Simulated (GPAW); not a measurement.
# Work function of 1T-FeBrI monolayer at several levels, part 2 of 2

Aim: the work function of both faces of 1T-FeBrI monolayer, and its spread over functionals and bases.

GPAW 26.7.0; GPAW, PAW setups; layer in a repeated cell with vacuum, relaxation of atoms and in-plane cell (the session's first sound run).

So far, upper work function (eV): step 3 (the slab's potential, PBE, GPAW) 5.24; step 4 (self-consistent run: xc = "revPBE") 5.13; step 5 (self-consistent run: xc = "RPBE") 5.13; step 6 (OptPBE vdW: xc = "optPBE-vdW", GPAW, PAW setups, GPAW) 5.53; step 7 (self-consistent run: xc = "vdW-DF2", GPAW, PAW setups, GPAW) 5.83.

## 8. Self-consistent run: xc = "LDA"

Level of this step: GPAW, PAW setups; slab in vacuum (GPAW).

The same geometry under LDA, to see how far the functional moves the levels against the vacuum.

run.py

```python
import json
import numpy as np
from ase import Atoms
from gpaw import GPAW, PW

slab = Atoms(
    ['I', 'Fe', 'Br'],
    positions=[
        [1.95089, 1.12635, 8.00000],
        [0.00000, -0.00000, 9.67422],
        [0.00000, 2.25268, 11.09562]],
    cell=[[3.90176, 0.0, 0.0], [-1.95089, 3.37903, 0.0], [0.0, 0.0, 19.0956]],
    pbc=[True, True, False],
    magmoms=[0.0, 4.0, 0.0])

slab.calc = GPAW(mode=PW(400), xc='LDA', kpts={'size': (9, 9, 1), 'gamma': True},
                 occupations={'name': 'fermi-dirac', 'width': 0.05}, nbands='160%',
                 convergence={'density': 1e-05}, maxiter=200,
                 poissonsolver={'dipolelayer': 'xy'},
                 symmetry={'tolerance': 1e-3}, txt='slab.txt')
result = {}
energy = slab.get_potential_energy()
fermi = slab.calc.get_fermi_level()
v = slab.calc.get_electrostatic_potential().mean((0, 1)) - fermi
n = slab.calc.get_pseudo_density().mean((0, 1))
L = slab.cell[2, 2]
z = np.arange(len(v)) * L / len(v)
low, high = slab.positions[:, 2].min(), slab.positions[:, 2].max()
below, above = np.interp([low - 5.8, high + 5.8], z, v)
slopes = [np.interp(x, z, np.gradient(v, z)) for x in (low - 5.8, high + 5.8)]
eps = np.array([[slab.calc.get_eigenvalues(k, s) for k in range(len(slab.calc.get_ibz_k_points()))]
                for s in range(slab.calc.get_number_of_spins())]) - fermi
top, bottom = eps[eps < 0].max(), eps[eps > 0].min()
dipole = slab.get_dipole_moment()[2]
print(f'energy {energy:.4f} eV, Fermi level {fermi:.4f} eV, dipole {dipole:.5f} e A')
print(f'potential 5.8 A off the faces, from the Fermi level: lower {below:.4f} eV, upper {above:.4f} eV')
print(f'slope of the potential there: lower {slopes[0]:.5f}, upper {slopes[1]:.5f} eV/A')
print(f'nearest levels on the mesh: {top:.4f} and {bottom:.4f} eV')
print('magnetic moment', round(slab.get_magnetic_moment(), 3))
result.update(energy=energy, fermi=fermi, dipole=dipole, below=below, above=above, slopes=slopes, edges=[top, bottom],
              z=z.tolist(), v=v.tolist(), n=n.tolist(), positions=slab.positions.tolist(),
              forces=slab.get_forces(apply_constraint=False).tolist(), moments=slab.get_magnetic_moments().tolist())
json.dump(result, open('result.json', 'w'))
```

The run is started by

```bash
OMP_NUM_THREADS=1 OPENBLAS_NUM_THREADS=1 python run.py
```

Log:

```text
energy -14.2586 eV, Fermi level -2.1717 eV, dipole -0.02848 e A
potential 5.8 A off the faces, from the Fermi level: lower 5.1100 eV, upper 5.4997 eV
slope of the potential there: lower -0.00001, upper 0.00002 eV/A
nearest levels on the mesh: -0.0261 and 0.0114 eV
magnetic moment 4.0
```

Elapsed: 47 s, on 1 thread of Arm Neoverse V2, shared host; peak memory 0.24 GiB.

Numbers from this step:

* dipole along the normal: -0.02848 e·Å
* levels nearest the Fermi level on the mesh: -0.02608, 0.01144 eV from the Fermi level
* upper work function: 5.500 eV
* lower work function: 5.110 eV
* site moments: 0.1525, 3.300, 0.1346 μB
* sum of the site moments: 3.588 μB

Electrostatic potential energy of an electron (without an applied field's), less the Fermi level, planar mean against z:

z (Å), electrostatic potential energy of an electron (without an applied field's), less the Fermi level, planar mean (eV) and a bar from the least value:
```
      0.0        5.3 ##############################
      0.5        5.1 #############################
      1.0        5.1 #############################
      1.5        5.1 #############################
      2.0        5.1 #############################
      2.5        5.1 #############################
      3.0        5.1 #############################
      3.5        5.1 #############################
      4.0        5.1 #############################
      4.5        5.1 #############################
      5.0        5.1 #############################
      5.5        5.1 #############################
      6.0        5.0 #############################
      6.5        4.4 #############################
      7.0        2.0 #########################
      7.5       -6.5 ##############
      8.0      -16.7 
      8.5       -7.5 ############
      9.0       -2.3 ###################
      9.5       -7.2 #############
     10.0       -5.5 ###############
     10.5       -3.7 #################
     11.0      -10.9 ########
     11.5       -4.6 ################
     12.0        3.1 ###########################
     12.5        5.0 #############################
     13.0        5.4 ##############################
     13.5        5.5 ##############################
     14.0        5.5 ##############################
     14.5        5.5 ##############################
     15.0        5.5 ##############################
     15.5        5.5 ##############################
     16.0        5.5 ##############################
     16.5        5.5 ##############################
     17.0        5.5 ##############################
     17.5        5.5 ##############################
     18.0        5.5 ##############################
     18.5        5.5 ##############################
```

The upper face's work function is 5.500 eV, against 5.235 eV in the first plane-wave PBE run at this geometry.

## 9. Real-space grid: mode = "fd"

A real-space grid is a second complete basis, so it checks the plane-wave result.

Edit run.py of step 8 so:

```diff
@@ -3,3 +3,3 @@
 from ase import Atoms
-from gpaw import GPAW, PW
+from gpaw import GPAW
 
@@ -15,3 +15,3 @@
 
-slab.calc = GPAW(mode=PW(400), xc='LDA', kpts={'size': (9, 9, 1), 'gamma': True},
+slab.calc = GPAW(mode='fd', h=0.18, xc='PBE', kpts={'size': (9, 9, 1), 'gamma': True},
                  occupations={'name': 'fermi-dirac', 'width': 0.05}, nbands='160%',
```

Log:

```text
energy -12.9476 eV, Fermi level -5.0498 eV, dipole -0.02771 e A
potential 5.8 A off the faces, from the Fermi level: lower 4.8602 eV, upper 5.2395 eV
slope of the potential there: lower -0.00001, upper 0.00000 eV/A
nearest levels on the mesh: -0.0437 and 0.0021 eV
magnetic moment 4.0
```

Elapsed: 3.1 min, on 1 thread; peak memory 0.67 GiB.

Numbers from this step:

| Quantity | Value |
| --- | --- |
| dipole along the normal | -0.02771 e·Å |
| levels nearest the Fermi level on the mesh | -0.04373, 0.002050 eV from the Fermi level |
| upper work function | 5.239 eV |
| lower work function | 4.860 eV |
| site moments | 0.1463, 3.350, 0.1259 μB |
| sum of the site moments | 3.622 μB |

The upper face's work function is 5.239 eV, against 5.235 eV in the first plane-wave PBE run at this geometry.

## 10. Atomic orbitals: mode = "lcao"

Atom-centred orbitals end a few angstrom from the surface, which tests how much the density's tail matters.

Edit run.py of step 9 so:

```diff
@@ -15,4 +15,4 @@
 
-slab.calc = GPAW(mode='fd', h=0.18, xc='PBE', kpts={'size': (9, 9, 1), 'gamma': True},
-                 occupations={'name': 'fermi-dirac', 'width': 0.05}, nbands='160%',
+slab.calc = GPAW(mode='lcao', basis='dzp', h=0.18, xc='PBE', kpts={'size': (9, 9, 1), 'gamma': True},
+                 occupations={'name': 'fermi-dirac', 'width': 0.05}, nbands='120%',
                  convergence={'density': 1e-05}, maxiter=200,
```

Log:

```text
energy -11.3769 eV, Fermi level -4.9186 eV, dipole -0.01543 e A
potential 5.8 A off the faces, from the Fermi level: lower 4.8132 eV, upper 5.0240 eV
slope of the potential there: lower 0.00000, upper 0.00000 eV/A
nearest levels on the mesh: -0.0008 and 0.0152 eV
magnetic moment 4.0
```

The job ended after 32 s (1 thread; peak memory 0.32 GiB).

This step gave:

```
dipole along the normal                    : -0.01543 e·Å
levels nearest the Fermi level on the mesh : -7.72e-4, 0.01518 eV from the Fermi level
upper work function                        : 5.024 eV
lower work function                        : 4.813 eV
site moments                               : 0.1342, 3.335, 0.1230 μB
sum of the site moments                    : 3.592 μB
```

Table of electrostatic potential energy of an electron (without an applied field's), less the Fermi level, planar mean by z:

| z (Å) | electrostatic potential energy of an electron (without an applied field's), less the Fermi level, planar mean (eV) |
| --- | --- |
| 0.0 | 4.92 |
| 0.5 | 4.81 |
| 1.0 | 4.81 |
| 1.5 | 4.81 |
| 2.0 | 4.81 |
| 2.5 | 4.81 |
| 3.0 | 4.81 |
| 3.5 | 4.81 |
| 4.0 | 4.81 |
| 4.5 | 4.81 |
| 5.0 | 4.81 |
| 5.5 | 4.81 |
| 6.0 | 4.73 |
| 6.5 | 4.22 |
| 7.0 | 1.82 |
| 7.5 | -6.86 |
| 8.0 | -17.4 |
| 8.5 | -8.51 |
| 9.0 | -3.44 |
| 9.5 | -8.30 |
| 10.0 | -6.58 |
| 10.5 | -4.74 |
| 11.0 | -11.7 |
| 11.5 | -5.10 |
| 12.0 | 2.66 |
| 12.5 | 4.63 |
| 13.0 | 4.98 |
| 13.5 | 5.02 |
| 14.0 | 5.02 |
| 14.5 | 5.02 |
| 15.0 | 5.02 |
| 15.5 | 5.02 |
| 16.0 | 5.02 |
| 16.5 | 5.02 |
| 17.0 | 5.02 |
| 17.5 | 5.02 |
| 18.0 | 5.02 |
| 18.5 | 5.02 |
| 19.0 | 5.02 |

The upper face's work function is 5.024 eV, against 5.235 eV in the first plane-wave PBE run at this geometry.

## 11. Cost and result by level

Times are for 1 thread of Arm Neoverse V2, shared host. The runs compared:

| no. | run | upper work function (eV) | lower work function (eV) | time | memory (GiB) |
| --- | --- | --- | --- | --- | --- |
| 1 | pw | 5.235 | 4.856 | 45 s | 0.25 |
| 2 | revPBE | 5.131 | 4.755 | 44 s | 0.25 |
| 3 | RPBE | 5.132 | 4.754 | 44 s | 0.25 |
| 4 | optPBE vdW | 5.532 | 5.142 | 57 s | 0.41 |
| 5 | vdW DF2 | 5.827 | 5.413 | 64 s | 0.41 |
| 6 | LDA | 5.500 | 5.110 | 47 s | 0.24 |
| 7 | fd | 5.239 | 4.860 | 3.1 min | 0.67 |
| 8 | lcao | 5.024 | 4.813 | 32 s | 0.32 |

## 12. Side by side

Results and costs are gathered.

This step: comparison of work functions, dipole and cost (GPAW 26.7.0).

Ladder, by row:

| step | code | work function, upper (eV) | work function, lower (eV) | dipole (e Å) | wall time (s) | peak memory (GiB) | threads |
| --- | --- | --- | --- | --- | --- | --- | --- |
| pw | GPAW | 5.235 | 4.856 | -0.02773 | 45.43 | 0.25 | 1 |
| revPBE | GPAW | 5.131 | 4.755 | -0.02742 | 44.04 | 0.25 | 1 |
| RPBE | GPAW | 5.132 | 4.754 | -0.02762 | 44.28 | 0.25 | 1 |
| optPBE-vdW | GPAW | 5.532 | 5.142 | -0.02852 | 57.24 | 0.41 | 1 |
| vdW-DF2 | GPAW | 5.827 | 5.413 | -0.03028 | 63.52 | 0.41 | 1 |
| LDA | GPAW | 5.5 | 5.11 | -0.02848 | 46.62 | 0.24 | 1 |
| fd | GPAW | 5.239 | 4.86 | -0.02771 | 188 | 0.67 | 1 |
| lcao | GPAW | 5.024 | 4.813 | -0.01543 | 32.2 | 0.32 | 1 |

## 13. Outcome

```yaml
work_function_upper_and_lower_face: 5.235 and 4.856 eV
dipole_along_the_normal: -0.0277 e Å
```

In words: With plane waves and PBE the work function is 5.24 eV on the upper face and 4.86 eV on the lower. The two faces differ by 0.38 eV, the step that the slab's dipole makes (e p/(ε0 A) gives 0.38 eV), so the dipole layer is needed. Over the sound runs of the table the upper face's work function spans 5.024 (lcao) to 5.827 eV (vdW-DF2). Atomic orbitals miss the plane-wave value by -0.21 eV, since they describe the tail of the density in the vacuum poorly. The starting lattice was a guess from atomic radii; the relaxation moved it by 9 %. The relaxation of atoms and cell ran in a fully periodic cell without the dipole layer, so the atoms of this polar layer felt a small spurious field. One magnetic start was tried; another order may lie lower. The layer's cell and atoms come from the relaxation; spin-orbit coupling and temperature are left out.

[Logs are printed without paths, hosts, clocks, repeated set-up lines and the standing remarks that a program may print on its own settings, such as how far it seeks lower states.]

[Hosts, paths, dates, database ids (printed as entryN), source tags and the programs' standing remarks are cut or masked in the printed files.]
